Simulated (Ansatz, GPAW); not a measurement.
# A 7-layer slab of Cu(111): work function by functional and basis, part 3 of 3

How far do functional and basis move the work function of a 7-layer slab of Cu(111)?

GPAW 26.7.0 and Ansatz 0.2.0; Ansatz plane waves; slab in vacuum with a dipole correction, relaxation (the session's first sound run).

So far, upper work function (eV): step 2 (relaxation, PBE) 4.82; step 7 (self-consistent run: xc = "revPBE") 4.66; step 8 (self-consistent run: xc = "LDA") 5.17; step 9 (real-space grid: mode = "fd", PBE, GPAW) 4.80; step 10 (atomic orbitals: mode = "lcao", PBE, GPAW) 4.41.

### 12. A second plane-wave code

A second program with its own datasets checks the number independently.

This step: Ansatz plane waves; slab in vacuum with a dipole correction (Ansatz 0.2.0).

input.yaml

```yaml
crystal:
  lattice:
    - [2.5526554801, 0.0, 0.0]
    - [1.27632774, 2.2106644929, 0.0]
    - [0.0, 0.0, 30.5054068306]
  atoms:
    - { symbol: Cu, position: [0.0, 0.0, 0.2950296664] }
    - { symbol: Cu, position: [0.3333333333, 0.3333333333, 0.3633531109] }
    - { symbol: Cu, position: [0.6666666667, 0.6666666667, 0.4316765555] }
    - { symbol: Cu, position: [0.0, 0.0, 0.5005268758] }
    - { symbol: Cu, position: [0.3333333333, 0.3333333333, 0.5693644507] }
    - { symbol: Cu, position: [0.6666666667, 0.6666666667, 0.6379475185] }
    - { symbol: Cu, position: [0.0, 0.0, 0.7063930935] }
kpoints:
  mp_grid: { grid: [14, 14, 1] }
hamiltonian:
  xc: pbe
scf:
  occupations: { method: fermi_dirac, width: 0.1 }
efield:
  axis: 3
  dipole_correction: true
  ramp_width: 0.05
output:
  forces: true
  write_potential: true
  write_density: true
  volumetric_format: npy
```

Started as:

```
ansatz run input.yaml --threads 4 --pin off --max-ram 8192MiB --backend cpu --events-out ev --progress --plain --runs-dir out
```

Numbers of over 12 decimals in the logs are rounded to 6 here.

The log of the run:

```text
[...]
Crystal: 7 atoms, lattice volume = 172.144 Å³
Basis set: ecut = 420 eV, 3443 PW (Γ), exchange–correlation on 36×36×432 points (8 copies of the dense FFT grid, shifted against one another)
Bands: 80, of which v1, the nominal top of the filled ones, is band 67 counted from 1 (66 counted from 0)
Symmetry: 6 space group operations
[...]
k-points: 24 of 196 (time reversal used)
[...]
SCF iter   1: F=—  HF=-46375.304746 eV  |F-HF|=—  |Δ(HF+E_count)|=         —  Δρ=1.37e-3  dr2=2.13e-2  ethr=1.77e-3  p=-0.000 e·Å  D=-8.86e-5 V/Å  ΔV_dip=0.00 eV  dr2_dipole=2.84e-7  V_vac-E_F(+/−)=4.76/4.76 eV  ⟨swp⟩=7.7  Hψ=7816  notcnv=0  defer=46
[...]
SCF iter  10: F=-46375.307817 eV  HF=-46375.307817 eV  |F-HF|=1.63e-7  |Δ(HF+E_count)|=   1.10e-7  Δρ=3.10e-6  dr2=1.41e-8  ethr=7.52e-11  p=-0.000 e·Å  D=-8.69e-5 V/Å  ΔV_dip=0.00 eV  dr2_dipole=8.93e-11  V_vac-E_F(+/−)=4.82/4.82 eV  ⟨swp⟩=19.1  Hψ=16606  notcnv=0
SCF 1 converged in 10 iterations: F = -46375.307817 eV  dr2 = 1.41e-8
[...]
SCF converged after 10 iterations
Free energy (F): -46375.307817 eV
[...]
Internal energy: -46375.221023 eV  (E = F + TS)
E sigma→0 (E₀):  -46375.264420 eV
Entropy (-TS):   -0.086794 eV (-12.399 meV/atom)
Fermi energy:    5.568949 eV
Dipole field:    D = -0.000101 V/Å  (p = -0.000096 e·Å, saw-weighted, corrected)
Work function:   Φ+ = 4.8244 eV   Φ− = 4.8213 eV
[...]
--- Forces (eV/Å), atoms counted from 1 ---
  atom   1  Cu    -0.00000000     0.00000000    -0.01499338
  atom   2  Cu     0.00000000    -0.00000000    -0.01800357
  atom   3  Cu    -0.00000000    -0.00000000     0.03166318
  atom   4  Cu    -0.00000000     0.00000000    -0.00006384
  atom   5  Cu    -0.00000000     0.00000000     0.00053137
  atom   6  Cu    -0.00000000     0.00000000     0.00050385
  atom   7  Cu     0.00000000     0.00000000     0.00036360
  max |Σ_I F_I| component: 1.20e-6 eV/Å
--- Band table (eV; the first three rows and the last of 24) ---
  k-point 0: bands = [... 63 lower, 3.8285, 3.8285, 3.9771, 3.9771, 4.0163, 4.0163, 4.8097, 5.1514, ... 9 higher]
  k-point 1: bands = [... 63 lower, 3.7569, 3.8295, 3.8585, 3.9780, 4.0191, 4.2359, 5.1930, 5.6141, ... 9 higher]
  k-point 2: bands = [... 63 lower, 3.7344, 3.8304, 3.9801, 4.0266, 4.1317, 4.8055, 5.9260, 6.5605, ... 9 higher]
  k-point 23: bands = [... 63 lower, 8.2740, 8.3007, 8.4916, 8.7876, 9.1881, 9.5967, 10.1319, 10.3951, ... 9 higher]
```

Wall time 13 s (4 threads of Arm Neoverse V1, shared host); peak memory 0.7 GiB; 49 s of CPU time.

Reading the cycles: dr2 is the Hartree energy of the density residual (eV), the measure of convergence; HF is the Harris–Foulkes estimate of the energy, which meets the free energy F at convergence.

Numbers from this step:

- smearing term TS: 0.08679 eV
- upper work function: 4.824 eV
- lower work function: 4.821 eV
- dipole along the normal: -9.57e-5 e·Å
- dipole field: -1.01e-4 V/Å

The electrostatic potential energy of an electron (with the applied field's), less the Fermi level, planar mean oscillates, so the rows of the table below give means over windows of 2.12 Å about each position, cut where the curve ends. Its maxima inside the range that stand out by 2 % of the span (Å: eV): 10.0: 0.0170, 12.1: 0.0168, 14.3: 0.0746, 16.4: 0.0216, 18.4: 2.5e-5, 20.5: 0.0165. Its minima: 9.0: -17.2, 11.0: -17.3, 13.1: -17.4, 15.3: -17.5, 17.4: -17.4, 19.5: -17.5, 21.6: -17.2.

The electrostatic potential energy of an electron (with the applied field's), less the Fermi level, planar mean by z; means over each step:

```tsv
z (Å)	electrostatic potential energy of an electron (with the applied field's), less the Fermi level, planar mean (eV)
1.06	4.82
3.18	4.82
5.30	4.81
7.42	2.52
9.54	-8.71
11.66	-8.84
13.78	-8.71
15.90	-8.73
18.02	-8.78
20.14	-8.83
22.26	-5.48
24.38	4.74
26.50	4.82
28.62	4.82
```

The valence density, planar mean oscillates, so the rows of the table below give means over windows of 2.12 Å about each position, cut where the curve ends. Its maxima inside the range that stand out by 2 % of the span (Å: e/Å³): 9.0: 4.66, 11.0: 4.54, 13.1: 4.68, 15.3: 4.71, 17.4: 4.72, 19.5: 4.69, 21.6: 4.59. Its minima: 10.0: 0.243, 12.1: 0.246, 14.3: 0.242, 16.4: 0.243, 18.4: 0.245, 20.5: 0.242.

Valence density, planar mean against z; means over each step:

```tsv
z (Å)	valence density, planar mean (e/Å³)
5.30	3.2e-4
7.42	0.104
9.54	1.60
11.66	1.61
13.78	1.60
15.90	1.60
18.02	1.61
20.14	1.62
22.26	1.37
24.38	0.00301
26.50	1.3e-5
```

The upper face's work function is 4.824 eV, against 4.810 eV in the first plane-wave PBE run at this geometry.

### 13. Side by side

Results and costs are gathered.

This step: comparison of work functions, dipole and cost (GPAW 26.7.0).

Ladder, by row:

```tsv
step	code	work function, upper (eV)	work function, lower (eV)	dipole (e Å)	wall time (s)	peak memory (GiB)	threads
pw	GPAW	4.81	4.808	0.001058	247.8	0.24	1
optPBE-vdW	GPAW	4.949	4.947	0.001053	191.7	0.35	1
vdW-DF2	GPAW	5.12	5.115	9.28e-4	245.9	0.35	1
RPBE	GPAW	4.635	4.633	0.001058	229.3	0.24	1
revPBE	GPAW	4.657	4.655	0.001053	203.1	0.24	1
LDA	GPAW	5.168	5.166	0.00104	180.7	0.24	1
fd	GPAW	4.799	4.796	0.001109	774.9	0.9	1
lcao	GPAW	4.414	4.412	0.001146	439.9	0.3	1
ansatz	Ansatz	4.824	4.821	-9.57e-5	12.64	0.7	4
```

### 14. A changed run

One more run, with changed settings.

This step: GPAW, PAW setups; slab in vacuum (GPAW 26.7.0).

run.py

```python
import json
import numpy as np
from ase import Atoms
from gpaw import GPAW, PW

slab = Atoms(
    ['Cu', 'Cu', 'Cu', 'Cu', 'Cu', 'Cu', 'Cu'],
    positions=[
        [0.00000, 0.00000, 9.00000],
        [1.27633, 0.73689, 11.08423],
        [2.55266, 1.47378, 13.16847],
        [-0.00000, -0.00000, 15.26878],
        [1.27633, 0.73689, 17.36869],
        [2.55266, 1.47378, 19.46085],
        [-0.00000, -0.00000, 21.54881]],
    cell=[[2.55266, 0.0, 0.0], [1.27633, 2.21066, 0.0], [0.0, 0.0, 30.50541]],
    pbc=[True, True, False])

slab.calc = GPAW(mode=PW(400), xc='PBE', kpts={'size': (14, 14, 1), 'gamma': True},
                 occupations={'name': 'fermi-dirac', 'width': 0.1}, nbands='80%',
                 convergence={'density': 1e-05}, maxiter=75,
                 poissonsolver={'dipolelayer': 'xy'},
                 symmetry={'tolerance': 1e-3}, txt='slab.txt')
result = {}
energy = slab.get_potential_energy()
fermi = slab.calc.get_fermi_level()
v = slab.calc.get_electrostatic_potential().mean((0, 1)) - fermi
n = slab.calc.get_pseudo_density().mean((0, 1))
L = slab.cell[2, 2]
z = np.arange(len(v)) * L / len(v)
low, high = slab.positions[:, 2].min(), slab.positions[:, 2].max()
below, above = np.interp([low - 6.8, high + 6.8], z, v)
slopes = [np.interp(x, z, np.gradient(v, z)) for x in (low - 6.8, high + 6.8)]
eps = np.array([[slab.calc.get_eigenvalues(k, s) for k in range(len(slab.calc.get_ibz_k_points()))]
                for s in range(slab.calc.get_number_of_spins())]) - fermi
top, bottom = eps[eps < 0].max(), eps[eps > 0].min()
dipole = slab.get_dipole_moment()[2]
print(f'energy {energy:.4f} eV, Fermi level {fermi:.4f} eV, dipole {dipole:.5f} e A')
print(f'potential 6.8 A off the faces, from the Fermi level: lower {below:.4f} eV, upper {above:.4f} eV')
print(f'slope of the potential there: lower {slopes[0]:.5f}, upper {slopes[1]:.5f} eV/A')
print(f'nearest levels on the mesh: {top:.4f} and {bottom:.4f} eV')
print('magnetic moment', round(slab.get_magnetic_moment(), 3))
result.update(energy=energy, fermi=fermi, dipole=dipole, below=below, above=above, slopes=slopes, edges=[top, bottom],
              z=z.tolist(), v=v.tolist(), n=n.tolist(), positions=slab.positions.tolist(),
              forces=slab.get_forces(apply_constraint=False).tolist(), moments=slab.get_magnetic_moments().tolist())
json.dump(result, open('result.json', 'w'))
```

Started as:

```
OMP_NUM_THREADS=1 OPENBLAS_NUM_THREADS=1 python run.py
```

The log of the run:

```text
ValueError: Too few bands!  Electrons: 77.0, bands: 80%
```

Wall time 0.83 s (1 thread); peak memory 0.1 GiB.

The program refused the input before any cycle.

The program's message: “ValueError: Too few bands! Electrons: 77.0, bands: 80%”

The change that led to it: nbands = "80 % of the filled bands".

### 15. What came out

```yaml
work_function_both_faces: 4.81 eV
dipole_along_the_normal: 0.0011 e Å, near the numerical noise
```

What this shows: With plane waves and PBE the work function is 4.81 eV on the upper face and 4.81 eV on the lower. The measured value for this face is 4.9 eV (as compiled in "Anisotropic work function of elemental crystals", 2019, arxiv:1902.07811); the relaxed upper face lies 0.090 eV under it with PBE, and optPBE-vdW comes nearest (4.95 eV). Measured work functions scatter by a tenth of an eV or more between methods. Over the sound runs of the table the upper face's work function spans 4.414 (lcao) to 5.168 eV (LDA). Atomic orbitals miss the plane-wave value by -0.40 eV, since they describe the tail of the density in the vacuum poorly. The two plane-wave codes differ by 0.015 eV on the upper face. The small printed dipole stands for a step of -34 meV from the lower to the upper face, and the probes find 2.0 meV; values this small are near the numerical noise of both. The in-plane lattice was kept as typed, which isn't the functional's own and leaves some strain; spin-orbit coupling and temperature are left out.

[Logs are printed without paths, hosts, clocks, repeated set-up lines and the standing remarks that a program may print on its own settings, such as how far it seeks lower states.]

[Hosts, paths, dates, database ids (printed as entryN), source tags and the programs' standing remarks are cut or masked in the printed files.]
